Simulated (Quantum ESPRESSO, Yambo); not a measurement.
Planning a run of Quantum ESPRESSO 7.5 on Al2O3 (Corundum). The input:

```
&control
  calculation = 'nscf'
  prefix = 'x'
  outdir = 'o'
  pseudo_dir = 'pseudo'
/
&system
  ibrav = 0
  nat = 10
  ntyp = 2
  ecutwfc = 72.0
  nbnd = 149
  force_symmorphic = .true.
/
&electrons
  conv_thr = 1e-9
  electron_maxstep = 80
  diago_full_acc = .true.
  diago_thr_init = 5e-6
/
ATOMIC_SPECIES
  Al 26.982 Al.upf
  O 15.999 O.upf
CELL_PARAMETERS angstrom
  2.3564475000 1.3604955984 4.2885480000
  -2.3564475000 1.3604955984 4.2885480000
  -0.0000000000 -2.7209911969 4.2885480000
ATOMIC_POSITIONS crystal
  Al 0.3521600000 0.3521600000 0.3521600000
  Al 0.1478400000 0.1478400000 0.1478400000
  Al 0.6478400000 0.6478400000 0.6478400000
  Al 0.8521600000 0.8521600000 0.8521600000
  O 0.5566800000 0.9433200000 0.2500000000
  O 0.2500000000 0.5566800000 0.9433200000
  O 0.9433200000 0.2500000000 0.5566800000
  O 0.4433200000 0.0566800000 0.7500000000
  O 0.7500000000 0.4433200000 0.0566800000
  O 0.0566800000 0.7500000000 0.4433200000
K_POINTS automatic
  4 4 4 0 0 0
```

```sh
OMP_NUM_THREADS=1 mpirun -n 4 pw.x -nk 4 -in pw.in > pw.out
```

**Question.** Estimate wall time and host memory on 4 MPI ranks of Intel Xeon Platinum 8488C (Sapphire Rapids), shared host.

It took 30 s; on shared hardware allow 15 s to 59 s. Peak host memory was 0.6 GiB.

[Paths, hosts, dates, memory and timing lines, banners, echoed tables and standing remarks are left out of the program output.]

[Logs are printed without paths, hosts, clocks, repeated set-up lines and the standing remarks that a program may print on its own settings, such as how far it seeks lower states.]

[Runs of the session that timed out or met a known fault of the program may be left out.]

[Hosts, paths, dates, database ids (printed as entryN), source tags and the programs' standing remarks are cut or masked in the printed files.]
